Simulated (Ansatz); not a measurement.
# CdC2 in Pmn2_1, a phase reached by a soft mode: a soft mode frozen in, part 2 of 3

Wanted: the energy along a soft mode of CdC2 in Pmn2_1, a phase reached by a soft mode and the structure at the end.

Ansatz 0.2.0; DFT PBE, scalar-relativistic, plane waves, norm-conserving pseudopotentials.

So far. Step 4 (The mode frozen in, largest atomic shift 0.32 Å): The run ends at a pressure of -0.17 GPa, with forces up to 0.23 eV/Å. Step 5 (Energy along the mode, all amplitudes (two of the runs …): The lowest of the steps tried is at 0.32 Å, 2.18 meV/atom below the parent; the bottom of the well need not coincide with a step.

The structure was built from a prototype and need not be the compound's stable phase.

## Step 6: Relaxing from the distorted cell

Starting from the lowest point found, all atoms and the cell are let go, so that strain and other modes of the same symmetry can join in.

The input, input.yaml:

```yaml
crystal:
  lattice:
    - [5.9203150559, 0.0, 0.0]
    - [0.0, 3.9644499121, 0.0]
    - [0.0, 0.0, 3.9643213079]
  atoms:
    - { symbol: Cd, position: [0.0109973264, 0.2174158645, 0.5090318716] }
    - { symbol: Cd, position: [0.5109973264, 0.7825841355, 0.0090318716] }
    - { symbol: C, position: [-0.0488755938, 0.656625181, 0.8449016569] }
    - { symbol: C, position: [0.4459488225, 0.1196952958, 0.5686057337] }
    - { symbol: C, position: [-0.0540511775, 0.8803047042, 0.0686057337] }
    - { symbol: C, position: [0.4511244062, 0.343374819, 0.3449016569] }
kpoints:
  mp_grid: { grid: [4, 6, 6] }
hamiltonian:
  xc: pbe
  pseudopotentials: { kind: nc }
scf:
  occupations: { method: fixed }
output:
  forces: true
  stress: true
  eigenvalues: true
relax:
  adjacent_minimum: "off"
  f_tol: 0.002
  max_steps: 120
  cell: { stress_tol: 0.03 }
```

Launch:

```sh
> ansatz run input.yaml --threads 8 --pin off --max-ram 14336MiB --backend cpu --events-out ev --progress --plain --runs-dir out
```

Numbers of over 12 decimals in the logs are rounded to 6 here.

The log of the run:

```text
[...]
Crystal: 6 atoms, lattice volume = 93.046 Å³
Basis set: ecut = 1115.666836 eV, 7845 PW (Γ), exchange–correlation on 144×90×90 points (8 copies of the dense FFT grid, shifted against one another)
Bands: 34, of which v1, the nominal top of the filled ones, is band 28 counted from 1 (27 counted from 0)
Symmetry: 2 space group operations
[...]
k-points: 56 of 144 (time reversal used)
[...]
SCF iter   1: F=—  HF=-10187.731211 eV  |F-HF|=—  |Δ(HF+E_count)|=         —  Δρ=9.79e-2  dr2=9.13e0  ethr=3.10e-3  ⟨swp⟩=5.0  Hψ=7418  notcnv=0  defer=208
[...]
SCF iter   9: F=-10184.490298 eV  HF=-10184.490298 eV  |F-HF|=2.01e-8  |Δ(HF+E_count)|=   1.57e-7  Δρ=7.93e-6  dr2=4.47e-8  ethr=1.79e-10  ⟨swp⟩=15.5  Hψ=13090  notcnv=0
SCF 1 converged in 9 iterations: F = -10184.490298 eV  dr2 = 4.47e-8
relax step   1: F+E_penalty+E_count = -10184.49029798 eV  Δ(F+E_penalty+E_count) = +0.000e0 eV  max|allowed force component| = 1.690e-1 eV/Å  Δτ_max = 0.0000 Å  P = -0.173 GPa  Ω = 93.046 Å³  (9 SCF iters, dr2 threshold 1.00e-7 eV, accepted)
Crystal: 6 atoms, lattice volume = 92.776 Å³
Basis set: ecut = 1115.666836 eV, 7817 PW (Γ), exchange–correlation on 144×90×90 points (8 copies of the dense FFT grid, shifted against one another)
[...]
iter 1 solved again at ethr=1.02e-5 eV; its pass at ethr=3.10e-3 eV (dr2=5.74e-3 eV) is discarded
[...]
SCF iter   5: F=-10184.493400 eV  HF=-10184.493400 eV  |F-HF|=1.17e-7  |Δ(HF+E_count)|=   1.72e-6  Δρ=2.59e-5  dr2=5.20e-7  ethr=1.07e-9  ⟨swp⟩=13.5  Hψ=13648  notcnv=0
SCF 2 converged in 5 iterations: F = -10184.493400 eV  dr2 = 5.20e-7
relax step   2: F+E_penalty+E_count = -10184.49339964 eV  Δ(F+E_penalty+E_count) = -3.102e-3 eV  max|allowed force component| = 2.811e-2 eV/Å  Δτ_max = 0.0175 Å  P = +0.043 GPa  Ω = 92.776 Å³  energy of the carried Pulay correction = +3.405e-5 eV  (5 SCF iters, dr2 threshold 6.00e-7 eV, accepted)
Crystal: 6 atoms, lattice volume = 92.912 Å³
Basis set: ecut = 1115.666836 eV, 7823 PW (Γ), exchange–correlation on 144×90×90 points (8 copies of the dense FFT grid, shifted against one another)
[...]
SCF iter   6: F=-10184.493950 eV  HF=-10184.493950 eV  |F-HF|=7.93e-9  |Δ(HF+E_count)|=  9.73e-10  Δρ=3.69e-6  dr2=1.37e-8  ethr=1.55e-10  ⟨swp⟩=13.9  Hψ=11724  notcnv=0
SCF 3 converged in 6 iterations: F = -10184.493950 eV  dr2 = 1.37e-8
relax step   3: F+E_penalty+E_count = -10184.49395011 eV  Δ(F+E_penalty+E_count) = -5.505e-4 eV  max|allowed force component| = 1.908e-2 eV/Å  Δτ_max = 0.0083 Å  P = -0.005 GPa  Ω = 92.912 Å³  energy of the carried Pulay correction = +1.687e-5 eV  (6 SCF iters, dr2 threshold 8.68e-8 eV, accepted)
[...]
relax step   4: F+E_penalty+E_count = -10184.49424299 eV  Δ(F+E_penalty+E_count) = -2.929e-4 eV  max|allowed force component| = 3.133e-2 eV/Å  Δτ_max = 0.0076 Å  P = -0.025 GPa  Ω = 92.977 Å³  energy of the carried Pulay correction = +8.714e-6 eV  (6 SCF iters, dr2 threshold 2.28e-8 eV, accepted)
[...]
relax step   5: F+E_penalty+E_count = -10184.49451833 eV  Δ(F+E_penalty+E_count) = -2.753e-4 eV  max|allowed force component| = 4.712e-3 eV/Å  Δτ_max = 0.0118 Å  P = -0.023 GPa  Ω = 92.953 Å³  energy of the carried Pulay correction = +1.176e-5 eV  (6 SCF iters, dr2 threshold 6.14e-8 eV, accepted)
[...]
relax step   6: F+E_penalty+E_count = -10184.49466030 eV  Δ(F+E_penalty+E_count) = -1.420e-4 eV  max|allowed force component| = 1.168e-3 eV/Å  Δτ_max = 0.0027 Å  P = -0.001 GPa  Ω = 92.910 Å³  energy of the carried Pulay correction = +1.711e-5 eV  (5 SCF iters, dr2 threshold 2.81e-8 eV, accepted)
[...]
SCF iter   6: F=-10184.494643 eV  HF=-10184.494643 eV  |F-HF|=3.64e-12  |Δ(HF+E_count)|=  2.55e-11  Δρ=7.43e-8  dr2=3.84e-12  ethr=1.00e-12  ⟨swp⟩=16.3  Hψ=14721  notcnv=0
SCF 7 converged in 6 iterations: F = -10184.494643 eV  dr2 = 3.84e-12
relax step   7: F+E_penalty+E_count = -10184.49464333 eV  Δ(F+E_penalty+E_count) = +1.696e-5 eV  max|allowed force component| = 1.110e-3 eV/Å  Δτ_max = 0.0000 Å  P = -0.001 GPa  Ω = 92.910 Å³  stress off target by 7.14e-3 GPa  SCF on the basis re-selected at this cell (its energy is not comparable with the rows above)  (6 SCF iters)
basis re-selected at this cell: Δ(F+E_penalty+E_count) = +1.696e-5 eV, ΔP = -0.000 GPa vs the last step (what re-selecting the basis moved, of the pressure what is left beyond the Pulay correction that the steps carried, after the strain that the cell walked since its last selection, with what the two solves' SCF thresholds leave and, on support functions, any second-order correction that the steps lacked; it is no m [...]
SCF converged after 6 iterations
Free energy (F): -10184.494643 eV
[...]
Internal energy: -10184.494643 eV  (E = F + TS)
E sigma→0 (E₀):  -10184.494643 eV
Fermi energy:    6.870595 eV
[...]
--- Forces (eV/Å), atoms counted from 1 ---
  atom   1  Cd     0.00029849    -0.00017424    -0.00063282
  atom   2  Cd     0.00029849     0.00017424    -0.00063282
  atom   3  C      0.00062950    -0.00012145     0.00068585
  atom   4  C     -0.00092752    -0.00110968    -0.00005305
  atom   5  C     -0.00092752     0.00110968    -0.00005305
  atom   6  C      0.00062950     0.00012145     0.00068585
  max |Σ_I F_I| component: 9.47e-7 eV/Å
--- Stress (GPa, compression-positive) ---
       -0.005638       0.000000       0.003799
        0.000000       0.001277      -0.000000
        0.003799      -0.000000       0.002468
  P = ⅓ Tr σ = -0.0006 GPa (-0.006 kbar)
--- Band table (eV; the first three rows and the last of 56) ---
  k-point 0: bands = [... 24 lower, 4.5790, 5.9087, 5.9657, 6.1047, 10.5522, 11.5666, 12.7175, 12.7207, ... 2 higher]
  k-point 1: bands = [... 24 lower, 4.8327, 5.9678, 6.0662, 6.0725, 10.8725, 11.6520, 12.2593, 12.3336, ... 2 higher]
  k-point 2: bands = [... 24 lower, 5.2640, 5.6079, 6.0762, 6.1785, 11.3368, 11.4373, 11.8026, 11.8984, ... 2 higher]
  k-point 55: bands = [... 24 lower, 4.3312, 4.4290, 6.4765, 6.7793, 11.5864, 11.6162, 11.9043, 12.2603, ... 2 higher]
--- Relaxed structure (6 steps of the walk, 6 accepted, 1 SCFs on fresh bases) ---
  F+E_penalty+E_count = -10184.49464333 eV   max|allowed force component| = 1.110e-3 eV/Å   (the final SCF, on the basis selected at the relaxed cell)
  cell:  # Å, volume = 92.9103 Å³
    - [5.950772, 0.0, 0.073219]
    - [0.0, 3.952531, 0.0]
    - [0.049028, 0.0, 3.950769]
  atoms:
    - { symbol: Cd, position: [0.00910129, 0.218181, 0.507276] }
    - { symbol: Cd, position: [0.509101, 0.781819, 0.00727644] }
    - { symbol: C, position: [-0.050408, 0.656316, 0.845241] }
    - { symbol: C, position: [0.449378, 0.118873, 0.570022] }
    - { symbol: C, position: [-0.050622, 0.881127, 0.070022] }
    - { symbol: C, position: [0.449592, 0.343684, 0.345241] }
```

It took 26 s on 8 threads of Intel Xeon 6975P-C (Granite Rapids), shared host; peak memory 1.2 GiB.

The steps of the relaxation:

| step | energy less that of the first step (eV) | largest force component (eV/Å) | pressure (GPa) | volume (Å³) |
| --- | --- | --- | --- | --- |
| 1 | 0.0000 | 0.1690 | -0.17 | 93.05 |
| 2 | -0.0031 | 0.0281 | 0.04 | 92.78 |
| 3 | -0.0037 | 0.0191 | 0.00 | 92.91 |
| 4 | -0.0039 | 0.0313 | -0.02 | 92.98 |
| 5 | -0.0042 | 0.0047 | -0.02 | 92.95 |
| 6 | -0.0044 | 0.0012 | 0.00 | 92.91 |
| 7* | -0.0043 | 0.0011 | 0.00 | 92.91 |

Relaxation steps marked * repeat the geometry before them on a plane-wave basis chosen anew for their cell, so energy and pressure can jump there.

Forces are held to the 2 operations that the run works with; a distortion that breaks them can't arise in this run.

```csv
cell as run,before,after,change
a (Å),5.920,5.951,+0.5 %
b (Å),3.964,3.953,-0.3 %
c (Å),3.964,3.951,-0.3 %
β (°),90.00,88.58,-1.6 %
volume (Å³/atom),15.51,15.49,-0.1 %
```

The atoms that moved most (Å, as changes of fractional coordinates times the final cell):

```
atom      dx      dy      dz  length
  C4   0.020  -0.003   0.006   0.022
  C5   0.020   0.003   0.006   0.022
 Cd2  -0.011  -0.003  -0.007   0.014
 Cd1  -0.011   0.003  -0.007   0.014
  C6  -0.009   0.001   0.001   0.009
  C3  -0.009  -0.001   0.001   0.009
```

Final coordinates:

```xyz
6
Lattice="5.9508 0.0000 0.0732 0.0000 3.9525 0.0000 0.0490 0.0000 3.9508" Properties=species:S:1:pos:R:3 pbc="T T T"
Cd    0.0790    0.8624    2.0048
Cd    3.0299    3.0902    0.0660
C    -0.2585    2.5941    3.3357
C     2.7021    0.4698    2.2849
C    -0.2978    3.4827    0.2729
C     2.6923    1.3584    1.3969
```

Numbers from this step:

| Item | Value |
| --- | --- |
| pressure | -6.31e-4 GPa |
| gap on the k-mesh | 3.544 eV |
| volume per atom | 15.49 Å³ |

The distorted start has space group Pc; the relaxation ends in Pc.

## Step 7: The new phase in its own primitive cell

The relaxed structure is symmetrised, reduced to its primitive cell and relaxed tightly, as its phonons need.

The input, input.yaml:

```yaml
crystal:
  lattice:
    - [3.9510736116, 0.0, 0.0]
    - [0.0, 3.9525311336, 0.0]
    - [-3.8040178437, 0.0, 5.9494052243]
  atoms:
    - { symbol: Cd, position: [0.5163777254, 0.7818194693, 0.0091012886] }
    - { symbol: Cd, position: [0.5163777254, 0.2181805307, 0.5091012886] }
    - { symbol: C, position: [0.7948327761, 0.3436840837, 0.9495916927] }
    - { symbol: C, position: [0.0193993158, 0.8811274598, 0.4493775738] }
    - { symbol: C, position: [0.0193993158, 0.1188725402, 0.9493775738] }
    - { symbol: C, position: [0.7948327761, 0.6563159163, 0.4495916927] }
kpoints:
  mp_grid: { grid: [6, 6, 4] }
hamiltonian:
  xc: pbe
  pseudopotentials: { kind: nc }
scf:
  occupations: { method: fixed }
output:
  forces: true
  stress: true
  eigenvalues: true
relax:
  adjacent_minimum: "off"
  f_tol: 0.001
  max_steps: 60
  cell: { stress_tol: 0.01 }
```

The log of the run:

```text
[...]
Crystal: 6 atoms, lattice volume = 92.910 Å³
Basis set: ecut = 1115.666836 eV, 7845 PW (Γ), exchange–correlation on 90×90×160 points (8 copies of the dense FFT grid, shifted against one another)
Bands: 34, of which v1, the nominal top of the filled ones, is band 28 counted from 1 (27 counted from 0)
Symmetry: 2 space group operations
[...]
cell:  # Å, volume = 92.9042 Å³
    - [3.951170, 0, 0.000258858]
    - [0, 3.952485, 0]
    - [-3.803721, 0, 5.948686]
  atoms:
    - { symbol: Cd, position: [0.516361, 0.781633, 0.00910051] }
    - { symbol: Cd, position: [0.516361, 0.218367, 0.509101] }
    - { symbol: C, position: [0.794876, 0.343493, 0.949616] }
    - { symbol: C, position: [0.019373, 0.881341, 0.449354] }
    - { symbol: C, position: [0.019373, 0.118659, 0.949354] }
    - { symbol: C, position: [0.794876, 0.656507, 0.449616] }
[key lines of the parts left out:]
SCF converged after 7 iterations
Free energy (F): -10184.494674 eV
Fermi energy:    6.838665 eV
P = ⅓ Tr σ = 0.0005 GPa (0.005 kbar)
```

Wall time 13 s (8 threads); peak memory 1.2 GiB; 95 s of CPU time.

Little changed from the start: no atom moved by 0.005 Å and no cell edge by 0.1 %.

This step gave:

- pressure: 5.13e-4 GPa
- gap on the k-mesh: 3.579 eV
- volume per atom: 15.48 Å³
- direct gap on mesh: 3.674 eV

The largest force component left is 0.40 meV/Å and the pressure is 0.001 GPa, within the tolerances set. The cell now holds 15.48 Å³/atom.

(Continued in part 3 of 3.)

[Logs are printed without paths, hosts, clocks, repeated set-up lines and the standing remarks that a program may print on its own settings, such as how far it seeks lower states.]

[Hosts, paths, dates, database ids (printed as entryN), source tags and the programs' standing remarks are cut or masked in the printed files.]
